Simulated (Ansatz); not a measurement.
**Structural relaxation of Al(111)/SiC(10-10) interface (233 atoms)**

How does Al(111)/SiC(10-10) interface (233 atoms) relax, and what do bonds, charges and levels look like afterwards?

Main program and level: Ansatz 0.2.0; Kohn-Sham DFT, PBEsol, PAW (set soft_2), plane waves.

This is a report of a sequence of runs, with most program output left out.

## 1. Set-up

The cell holds 233 atoms: 105 Al, 64 Si and 64 C. Its edges and angles: a = 15.930 Å, b = 15.930 Å, c = 12.819 Å, α = 90.0°, β = 90.0°, γ = 78.3°. It derives from Al and SiC. Fcc Al(111), 3 repeat layers, 35 surface cells, strained -0.09 and -0.09 %; wurtzite SiC(10-10), 2 layers, 16 cells, +0.09 and +0.09 %; outer planes 2.31 Å apart and 2.28 Å at the second interface of the periodic stack; not relaxed, displaced by a Gaussian of 0.02 Å. Regions: Al, 105 atoms (105 Al); SiC, 128 atoms (64 Si and 64 C).

Before any run, some limits are plain. The host structure and its lattice constant were typed by rule, without a check against the phase diagram. The electron count is odd and the run has no spin polarisation, so levels at the top are partly filled by construction. Only the Γ point is sampled, in a cell whose shortest periodic width is 13 Å.

## 2. Single point at the start

The forces at the start show how far the geometry lies from a minimum of this functional.

input.yaml

```yaml
crystal:
  lattice:
    - [15.9304, 0.0, 0.0]
    - [3.22539, 15.60046, 0.0]
    - [0.0, 0.0, 12.81918]
  atoms:
    - { symbol: Al, position: [0.82871, 0.97083, 0.00075] }
    - { symbol: Al, position: [0.90285, 0.76279, 0.18445] }
    - { symbol: Al, position: [0.86453, 0.86971, 0.36727] }
    - { symbol: Al, position: [0.97008, 0.83046, 0.99948] }
    - { symbol: Al, position: [0.04963, 0.61741, 0.18311] }
    - { symbol: Al, position: [0.00883, 0.72615, 0.36778] }
    - { symbol: Al, position: [0.65556, 0.94027, 0.0] }
    - { symbol: Al, position: [0.7325, 0.73474, 0.18128] }
    - { symbol: Al, position: [0.69438, 0.83594, 0.36563] }
    - { symbol: Al, position: [0.79966, 0.80055, 0.00099] }
    - { symbol: Al, position: [0.87692, 0.58979, 0.18351] }
    - { symbol: Al, position: [0.83739, 0.69534, 0.36745] }
    - { symbol: Al, position: [0.94249, 0.65757, 0.99863] }
    - { symbol: Al, position: [0.01939, 0.447, 0.18055] }
    - { symbol: Al, position: [0.9818, 0.55288, 0.36633] }
    - { symbol: Al, position: [0.48528, 0.91562, 0.00148] }
    - { symbol: Al, position: [0.56068, 0.70722, 0.18383] }
    - { symbol: Al, position: [0.52647, 0.81069, 0.36504] }
    - { symbol: Al, position: [0.62941, 0.77102, 0.00026] }
    - { symbol: Al, position: [0.70386, 0.56411, 0.18163] }
    - { symbol: Al, position: [0.6667, 0.66639, 0.36549] }
    - { symbol: Al, position: [0.77367, 0.62833, 0.99859] }
    - { symbol: Al, position: [0.8492, 0.41697, 0.18395] }
    - { symbol: Al, position: [0.80935, 0.52348, 0.36342] }
    - { symbol: Al, position: [0.91436, 0.48616, 0.00094] }
    - { symbol: Al, position: [0.99071, 0.27496, 0.18395] }
    - { symbol: Al, position: [0.95324, 0.38052, 0.36637] }
    - { symbol: Al, position: [0.31463, 0.88645, 0.99776] }
    - { symbol: Al, position: [0.39156, 0.67471, 0.18178] }
    - { symbol: Al, position: [0.35175, 0.78044, 0.36652] }
    - { symbol: Al, position: [0.45757, 0.74299, 0.99858] }
    - { symbol: Al, position: [0.52976, 0.53638, 0.18309] }
    [... 195 atom lines left out ...]
    - { symbol: Si, position: [0.3632, 0.33127, 0.61473] }
    - { symbol: C, position: [0.3339, 0.23625, 0.54436] }
    - { symbol: Si, position: [0.24034, 0.45557, 0.75393] }
    - { symbol: C, position: [0.20813, 0.36047, 0.82192] }
    - { symbol: Si, position: [0.3001, 0.26796, 0.82226] }
    - { symbol: C, position: [0.39592, 0.29995, 0.75418] }
kpoints:
  mp_grid: { grid: [1, 1, 1] }
hamiltonian:
  xc: pbesol
scf:
  occupations: { method: fermi_dirac, width: 0.025 }
output:
  forces: true
  stress: true
  populations: intrinsic
  dos:
    method: { smearing: { sigma: 0.08 } }
    de: 0.1
    projected: { site_lists: { Al: [Al], C: [C], Si: [Si] } }
  eigenvalues: true
```

Launch:

```bash
> ansatz run input.yaml --threads 4 --pin off --max-ram 8192MiB --backend cpu --events-out ev --progress --plain --runs-dir out
```

It took 2.1 min on 4 threads of Arm Neoverse V2, shared host; peak memory 4.9 GiB.

The run gave:

- free energy: -110603.0012 eV
- free energy per atom: -474.6910 eV/atom
- SCF cycles: 11
- pressure: -2.697 GPa
- r.m.s. force component: 0.5372 eV/Å
- longest force: 2.476 eV/Å
- Fermi energy: 8.469 eV
- levels partly filled by over 2 per cent: 11

The r.m.s. force component of 0.54 eV/Å and the pressure of -2.7 GPa set the starting point.

Length of the force by element:

| element | coordination | atoms | mean length of the force (eV/Å) | spread | least | most |
| --- | --- | --- | --- | --- | --- | --- |
| Al | all | 105 | 0.568 | 0.418 | 0.0295 | 1.68 |
| C | all | 64 | 0.847 | 0.402 | 0.107 | 2.43 |
| Si | all | 64 | 1.14 | 0.405 | 0.347 | 2.48 |

## 3. Relaxation

With the cell held, the atoms are moved downhill towards a nearby minimum.

input.yaml, the sections that differ from step 2:

```yaml
output:
  forces: true
relax:
  f_tol: 0.03
  max_steps: 153
# crystal, kpoints, hamiltonian, scf: as in step 2
```

It took 32 min on 4 threads; peak memory 4.9 GiB.

Relaxation path (22 of 40):

```
step  energy less that of the first step (eV)  largest force component (eV/Å)
   1                                   0.0000                          2.3199
   3                                 -11.4331                          0.4064
   5                                 -13.3645                          0.2155
   7                                 -14.0423                          0.2686
   8                                 -14.2529                          0.1556
  10                                 -14.4100                          0.1748
  12                                 -14.5879                          0.0963
  14                                 -14.6523                          0.2135
  16                                 -14.7282                          0.0985
  18                                 -14.7645                          0.1267
  20                                 -14.8073                          0.0791
  21                                 -14.8148                          0.0968
  23                                 -14.8445                          0.0770
  25                                 -14.8668                          0.0321
  27                                 -14.8842                          0.0357
  29                                 -14.9027                          0.0542
  31                                 -14.9160                          0.0454
  33                                 -14.9257                          0.0213
  34                                 -14.9310                          0.0276
  36                                 -14.9501                          0.0859
  38                                 -14.9648                          0.1124
  40                                 -14.9878                          0.0266
```

The atoms that moved most (Å):

```
atom      dx      dy      dz  length
Al72   0.343  -0.579  -1.327   1.488
 Al2  -0.873   0.662   0.633   1.265
Al71  -0.725  -0.510  -0.780   1.181
Al74  -0.164   0.331  -1.039   1.102
Al91  -0.094  -0.231   1.046   1.075
Al75   0.103  -0.617  -0.855   1.059
Al89  -0.691   0.006   0.794   1.052
Al37  -0.183   0.106   0.943   0.966
```

The relaxation changed the energy by -64.3 meV/atom, and atoms moved by 0.45 Å r.m.s., 1.5 Å at most.

## 4. Structure statistics after relaxation

Density 2.81 g/cm³, 13.67 Å³ an atom.

Pair distribution functions g(r), in bins of 0.2 Å:

```csv
r (Å),total,Al-Al,Al-C,Al-Si,C-C,C-Si,Si-Si
1.80,2.66,0.00,0.00,0.00,0.00,17.65,0.00
2.00,0.61,0.00,1.24,0.00,0.00,2.00,0.00
2.20,0.05,0.00,0.21,0.00,0.00,0.00,0.00
2.40,0.04,0.00,0.00,0.15,0.00,0.00,0.00
2.60,0.77,2.83,0.00,0.80,0.00,0.00,0.00
2.80,1.52,6.97,0.05,0.36,0.00,0.00,0.00
3.00,2.74,2.55,0.14,0.58,13.11,0.37,13.23
3.20,1.55,0.85,0.43,0.68,5.72,1.63,5.58
3.40,0.59,0.72,0.73,0.69,0.00,0.59,0.00
3.60,1.53,0.65,0.87,0.47,0.00,7.10,0.00
3.80,0.52,0.59,0.73,0.47,0.00,0.69,0.00
4.00,0.45,0.81,0.80,0.37,0.00,0.00,0.00
4.20,0.62,0.82,0.66,0.49,0.89,0.27,0.72
4.40,1.33,1.00,0.50,0.60,2.17,3.50,2.27
4.60,0.72,1.21,0.47,0.60,0.09,1.28,0.15
4.80,1.26,1.69,0.73,0.56,0.10,3.88,0.05
5.00,0.86,1.68,0.56,0.75,1.25,0.00,1.32
5.20,1.01,1.54,0.55,1.10,1.83,0.00,2.08
5.40,1.34,1.54,0.76,1.06,3.95,0.02,3.65
5.60,0.91,1.10,0.83,0.94,0.02,1.60,0.04
5.80,1.19,0.90,1.02,0.98,2.52,0.98,2.39
6.00,1.14,0.77,1.23,0.75,2.09,1.07,2.25
6.20,0.95,0.84,1.21,0.85,0.97,0.83,0.94
6.40,1.07,0.86,1.17,0.99,0.00,2.39,0.02
6.60,0.86,0.88,1.11,1.03,0.00,0.98,0.00
6.80,0.81,0.88,0.97,0.93,0.46,0.66,0.36
7.00,0.92,0.91,1.04,1.06,0.37,1.00,0.47
7.20,0.85,0.99,0.86,1.11,0.61,0.47,0.53
```

## 5. Single point at the relaxed geometry

One more single point at the end of the walk gives the fuller output and checks the residual forces.

input.yaml

```yaml
crystal:
  lattice:
    - [15.9304, 0.0, 0.0]
    - [3.22539, 15.60046, 0.0]
    - [0.0, 0.0, 12.81918]
  atoms:
    - { symbol: Al, position: [0.8254, 0.00866, 0.95931] }
    - { symbol: Al, position: [0.83948, 0.80521, 0.23384] }
    - { symbol: Al, position: [0.89897, 0.8626, 0.41476] }
    - { symbol: Al, position: [0.95485, 0.83697, 0.00081] }
    - { symbol: Al, position: [0.04736, 0.61879, 0.15788] }
    - { symbol: Al, position: [0.02028, 0.71692, 0.34505] }
    - { symbol: Al, position: [0.65287, 0.92661, 0.93713] }
    - { symbol: Al, position: [0.69831, 0.74102, 0.1674] }
    - { symbol: Al, position: [0.68471, 0.82541, 0.35375] }
    - { symbol: Al, position: [0.81306, 0.76905, 0.0233] }
    - { symbol: Al, position: [0.86759, 0.63428, 0.18309] }
    - { symbol: Al, position: [0.8239, 0.7104, 0.39941] }
    - { symbol: Al, position: [0.94884, 0.63483, 0.98475] }
    - { symbol: Al, position: [0.98488, 0.47346, 0.22311] }
    - { symbol: Al, position: [0.01316, 0.54782, 0.41488] }
    - { symbol: Al, position: [0.4896, 0.91886, 0.9956] }
    - { symbol: Al, position: [0.54519, 0.70887, 0.21784] }
    - { symbol: Al, position: [0.49301, 0.82386, 0.38731] }
    - { symbol: Al, position: [0.60433, 0.77065, 0.97827] }
    - { symbol: Al, position: [0.6959, 0.57408, 0.23574] }
    - { symbol: Al, position: [0.6611, 0.66288, 0.42084] }
    - { symbol: Al, position: [0.75555, 0.62031, 0.01293] }
    - { symbol: Al, position: [0.82892, 0.40782, 0.23895] }
    - { symbol: Al, position: [0.83521, 0.53907, 0.36442] }
    - { symbol: Al, position: [0.88364, 0.47611, 0.9948] }
    - { symbol: Al, position: [0.98293, 0.2964, 0.20969] }
    - { symbol: Al, position: [0.94715, 0.3839, 0.39998] }
    - { symbol: Al, position: [0.3173, 0.9112, 0.04393] }
    - { symbol: Al, position: [0.38072, 0.68471, 0.18268] }
    - { symbol: Al, position: [0.33388, 0.76936, 0.39967] }
    - { symbol: Al, position: [0.44832, 0.76893, 0.05028] }
    - { symbol: Al, position: [0.52123, 0.5384, 0.19371] }
    [... 195 atom lines left out ...]
    - { symbol: Si, position: [0.36772, 0.32825, 0.61099] }
    - { symbol: C, position: [0.33261, 0.23749, 0.54353] }
    - { symbol: Si, position: [0.24643, 0.44987, 0.75732] }
    - { symbol: C, position: [0.21866, 0.35601, 0.82726] }
    - { symbol: Si, position: [0.31219, 0.26201, 0.82119] }
    - { symbol: C, position: [0.40267, 0.2942, 0.74712] }
kpoints:
  mp_grid: { grid: [1, 1, 1] }
hamiltonian:
  xc: pbesol
scf:
  occupations: { method: fermi_dirac, width: 0.025 }
output:
  forces: true
  stress: true
  populations: intrinsic
  dos:
    method: { smearing: { sigma: 0.1 } }
    de: 0.1
    projected: { site_lists: { Al: [Al], C: [C], Si: [Si] } }
  eigenvalues: true
  write_density: true
  write_potential: true
  volumetric_format: npy
```

Wall time 2 min (4 threads); peak memory 5 GiB.

The run gave:

```
free energy                             : -110617.9890 eV
free energy per atom                    : -474.7553 eV/atom
SCF cycles                              : 9
pressure                                : 0.956 GPa
r.m.s. force component                  : 0.00569 eV/Å
longest force                           : 0.03363 eV/Å
Fermi energy                            : 8.366 eV
levels partly filled by over 2 per cent : 5
```

Intrinsic-atomic-orbital charges by element:

```csv
element,coordination,atoms,mean charge (e),spread,least,most
Al,all,105,0.061,0.135,-0.148,0.334
C,all,64,-1.01,0.0244,-1.06,-0.967
Si,all,64,0.912,0.139,0.739,1.06
```

By region:

```csv
region,atoms,mean length of the force (eV/Å),net charge (e)
Al,105,0.012,6.41
SiC,128,0.006,-6.41
```

States in the cell by windows of 1 eV, zero at the Fermi level; the larger projections on atomic orbitals stand beside the total:

```csv
from (eV),to (eV),total,Al p,C p,Si p,Al s,Si s,C s
-17,-16,0.0,0.0,0.0,0.0,0.0,0.0,0.0
-16,-15,12.9,0.8,0.6,2.0,0.2,4.6,4.6
-15,-14,8.3,0.5,0.5,1.7,0.1,2.4,2.9
-14,-13,39.9,2.1,2.8,9.7,0.6,9.3,15.3
-13,-12,27.1,1.3,1.5,7.4,0.4,4.1,12.3
-12,-11,39.8,1.3,1.2,12.3,1.0,2.9,20.8
-11,-10,4.7,1.4,0.2,0.2,2.6,0.2,0.2
-10,-9,16.2,5.7,2.1,1.3,5.6,1.2,0.3
-9,-8,66.0,13.3,21.0,7.5,8.4,13.1,2.5
-8,-7,55.6,14.6,15.4,7.2,8.3,6.4,3.5
-7,-6,65.3,15.5,21.6,11.3,8.5,4.2,3.9
-6,-5,70.0,17.7,23.0,12.7,9.3,4.0,3.0
-5,-4,85.0,23.7,29.8,15.0,12.0,1.9,1.8
-4,-3,114.5,27.3,50.1,19.8,10.7,2.7,2.5
-3,-2,87.9,24.5,40.1,12.9,7.0,1.2,0.8
-2,-1,68.3,28.9,21.7,7.0,7.9,0.8,0.4
-1,0,66.6,32.6,10.5,7.8,11.2,1.6,0.7
0,1,59.3,30.4,4.7,4.4,13.8,1.4,1.2
1,2,55.9,26.9,3.0,5.6,11.7,2.1,1.7
2,3,70.9,30.6,5.1,9.9,10.7,2.7,2.7
3,4,91.1,33.8,5.8,15.7,11.1,4.2,5.7
4,5,107.1,34.9,7.2,20.7,12.4,5.4,5.9
```

The levels nearest the highest filled one (over half full), pooled over k-points and spins:

```
level less the highest filled one (eV)  occupation
                                -0.167        2.00
                                -0.131        1.99
                                -0.085        1.96
                               -0.0647        1.91
                               -0.0315        1.69
                                     0        1.22
                                0.0628       0.223
                                 0.148       0.008
                                 0.164       0.004
                                 0.181       0.002
                                 0.204       0.001
                                 0.216       0.001
```

Planar average of the electrostatic potential energy along the normal, with the Fermi level as zero, after a running mean with a triangular window 4 Å wide at its base:

```
height (Å)  potential energy (eV)
       0.0                  -4.02
       0.4                  -4.13
       0.7                  -4.20
       1.1                  -4.27
       1.4                  -4.29
       1.9                  -4.32
       2.1                  -4.33
       2.6                  -4.33
       2.8                  -4.32
       3.3                  -4.29
       3.6                  -4.28
       4.0                  -4.24
       4.4                  -4.15
       4.7                  -4.11
       5.1                  -4.18
       5.4                  -4.38
       5.8                  -5.01
       6.1                  -5.68
       6.6                  -6.94
       6.8                  -7.70
       7.3                  -8.44
       7.5                  -8.65
       8.0                  -8.61
       8.3                  -8.40
       8.7                  -8.15
       9.1                  -8.30
       9.4                  -8.53
       9.8                  -8.69
      10.1                  -8.56
      10.5                  -7.98
      10.8                  -7.28
      11.3                  -6.00
      11.5                  -5.22
      12.0                  -4.43
      12.2                  -4.16
      12.7                  -4.01
```

Valence density in the cb plane at fractional x = 0.041, with atoms of Al and Si and C within 0.2 Å of it. It is the smooth field of the valence electrons, not physical close to the nuclei.

Ten steps, logarithmic in the rise over the least value, from '0' (0.1 e/Å³) to '9' (1.7 e/Å³), each cell a mean:
```
3455554444445554445688765667887655554
4444444455544444212456656789997532334
3333344555521134201244444679986410022
3344444555544443223555532346654200022
4455432355555444345666542123444432223
4445444444444445556545654334577764334
4444444444542235555567887656678764444
4444444454444444433468999876566543234
4445421344434454322247898754455432223
3445432343223444443345665422356654323
4444444443334443345555543112466666544
3344444444444544456788754334565456655
2234444444444444445788866667887655554
4444444444444433212456656789998643344
5443334444333333211345444578987533344
4443344544444444334566542245665444433
3443344555555444556666642112445555411
5544344455555444556545664334577776544
5544444445544433344568887665678765434
4212455554444332112468999866566532124
4333555554454443211357898654454320023
4444444444445544333345555323456543223
4444444443344431245555542123566665444
3455554443334443456787754235654466654
```
Columns run along c (12.8 Å), rows up along b (15.9 Å). Atoms in or near the plane, at fractional coordinates: Al at (0.16, 0.62), Al at (0.96, 0.31), Al at (0.05, 0.17), Al at (0.33, 0.89), Si at (0.82, 0.02), Si at (0.54, 0.76), C at (0.62, 0.67), C at (0.76, 0.42).

Electrostatic potential energy in the cb plane at fractional x = 0.041, with atoms of Al and Si and C within 0.2 Å of it. With pseudopotentials it is smooth inside the atoms' cores, unlike the true potential.

Values in eV, 13 rows by 16 columns, each cell a mean:
```
 -3   5   4   3   4   0   3   9   7  -6  -4  -2 -13  -1   8   1
  9   9   4   6  -3  -4  -2  10  10   6   7   1  -5  10  11  10
  8   2  -7  -5   6   3   7   6 -16 -14   8   9   8   9  11   8
  6   8   4   6   2  -7  -5   6  -9 -12  -2   3  -7   4   9   5
  9   2  -4  -4   6   3   5   9  10  -5 -13   5   1   8  10   9
  6   5  -1   1   9   6  -5  -3   8   8   8  10   3 -10   3   8
 -6  -2   7   2   5   7   0   2   3   0   1   7  -5 -20  -3  -1
  1   6   9   5   7  10   9  10  10   1  -2  -5 -23   6  10   6
 -3   9   8   5   8   7   7   8   0   0   9   9   7   9   1  -3
  0   7   7   2   6   4   5   5 -21 -21   6   7   4   5   5  -1
 -5  -4   4   3   2   8  10  11   8 -13 -15  -1 -11   6  11   7
  1   1   7   4   2   6   2   5  10   6   5   9   7   6  10   9
 -2   6   6   6   9   1  -6  -4   6   6   8   8 -14 -27  -2   2
```
Columns run along c (12.8 Å; values clipped at the 3rd and 97th percentile), rows up along b (15.9 Å). Atoms in or near the plane, at fractional coordinates: Al at (0.16, 0.62), Al at (0.96, 0.31), Al at (0.05, 0.17), Al at (0.33, 0.89), Si at (0.82, 0.02), Si at (0.54, 0.76), C at (0.62, 0.67), C at (0.76, 0.42).

Mean intrinsic-atomic-orbital charges: Al +0.06, C -1.01, Si +0.91 e. By these charges the region 'Al' has given 6.4 e to 'SiC'; where the regions aren't neutral units, this includes their ionic charge. Within 0.4 eV of the Fermi level the largest share is Al p (53 % of the projected weight).

A closer look about Al27, whose charge lies farthest from its element's mean: 10 atoms, nearest first, numbered in the order of the input, with positions taken from that point.

```csv
atom,x,y,z,distance (Å),intrinsic-atomic-orbital charge (e)
Al27,0.00,0.00,0.00,0.00,0.33
C189,0.17,-0.35,1.94,1.98,-1.06
Al23,-1.81,0.37,-2.06,2.77,-0.01
Al24,-1.28,2.42,-0.46,2.78,-0.10
Al14,0.89,1.40,-2.27,2.81,0.03
Al26,0.29,-1.37,-2.44,2.81,0.00
Al90,2.11,-1.82,-0.51,2.83,-0.09
Si106,1.37,-1.79,1.90,2.95,0.77
Al15,1.58,2.56,0.19,3.01,0.08
Si188,0.99,1.07,2.81,3.17,1.05
```

## 6. What came out

```yaml
energy_change_in_the_relaxation: -64.33 meV/atom
r_m_s_displacement: 0.453 Å
largest_displacement: 1.488 Å
free_energy_per_atom: -474.7553 eV/atom
density: 2.814 g/cm³
pressure: 0.956 GPa
r_m_s_force_component: 0.00569 eV/Å
wall_time_of_the_3_dft_runs: 37 min
```

Relaxation lowers the energy by 64.3 meV/atom and moves atoms by 0.45 Å r.m.s.; the r.m.s. force component goes from 0.54 to 0.0057 eV/Å, the pressure goes from -2.7 to 0.96 GPa. From the first step to the last the energy fell by 14.988 eV, and the largest move was 1.49 Å (Al72). 5 levels are partly filled, by over 2 % (at Γ alone): at this level the cell shows no clear gap. Levels of broken or missing bonds inside a gap of the host would look the same.

[Logs are printed without paths, hosts, clocks, repeated set-up lines and the standing remarks that a program may print on its own settings, such as how far it seeks lower states.]

[Hosts, paths, dates, database ids (printed as entryN), source tags and the programs' standing remarks are cut or masked in the printed files.]
